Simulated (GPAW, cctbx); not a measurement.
# NaMn: what bonding does to one electron reflection, worked out

NaMn, Pm-3m (no. 221), a = 3.5928 Å, b = 3.5928 Å, c = 3.5928 Å, α = 90.00°, β = 90.00°, γ = 90.00°.

```csv
atom,mult.,x,y,z
Mn1,1,1/2,1/2,1/2
Na1,1,0,0,0
```

The start was made by putting kin elements into a known structure type; the compound need not exist, or be stable, in this form.

A DFT run (GPAW, PBE, 450 eV, 7×7×7 k-points, Fermi–Dirac width 0.1 eV, spin-polarised) gives the static X-ray structure factor of 010 as 12.056 e for the conventional cell; superposed free atoms give 11.979 e. **Problem.** Find the Fourier component V of the crystal potential and the two-beam extinction distance at 120 kV in both cases.

### 1. Geometry

The cell volume is Ω = 46.38 Å³ and d(010) = 3.5928 Å, so g = 1/d = 0.2783 Å⁻¹.

### 2. The nuclei

Electrons feel nuclei as well as electrons, so the nuclear charges are summed with the same phases.

Phase sums Σ exp(2πi h·x), turned so that the total is real and positive: Mn +1.000, Na -1.000. Then F_Z = 25 × (+1.000) + 11 × (-1.000) = 14.00 e. The electron term has the same sign for this reflection.

### 3. Mott–Bethe

Poisson's equation, term by term, gives V = (e/4πε₀)(F_Z − F)/(πΩg²), with e/4πε₀ = 14.3996 V Å.

The prefactor is 14.3996 × 3.5928²/(π × 46.38) = 1.27574 V per electron. Free atoms: (14.00 − 11.979) × 1.27574 = 2.578 V. Crystal: (14.00 − 12.056) × 1.27574 = 2.480 V. F changes by +0.64 % and V by -3.8 %: the same 0.08 e is measured against F_Z − F = 2.0 e in place of F = 12.0 e.

### 4. Extinction distance

In the two-beam case ξ = 1/(λU) with U = 2γm₀eV/h², that is ξ = 150.41 V Å²/(γλV).

At 120 kV, λ = 0.03349 Å and γ = 1.2348. Free atoms: ξ = 1411 Å. Crystal: ξ = 1466 Å. The thickness fringes go as sin²(πt/ξ), so the two patterns slip by a quarter of a period when t|1/ξ₁ − 1/ξ₀| = 1/4, at t ≈ 926 nm, thicker than usual samples. Thermal motion, absorption and many-beam coupling, left out here, change a real pattern.

### 5. Answer

V(010) is 2.48 V against 2.58 V, and ξ is 1466 against 1411 Å. Limits: static atoms, two beams; a ferromagnetic start is the only order tried, and the real ground state may be antiferromagnetic or insulating.

[Outputs are excerpts: Python notices, other lines and further rows are left out; steps that failed or that the build refused (PBEsol, TPSS) are not shown.]

[Logs are printed without paths, hosts, clocks, repeated set-up lines and the standing remarks that a program may print on its own settings, such as how far it seeks lower states.]
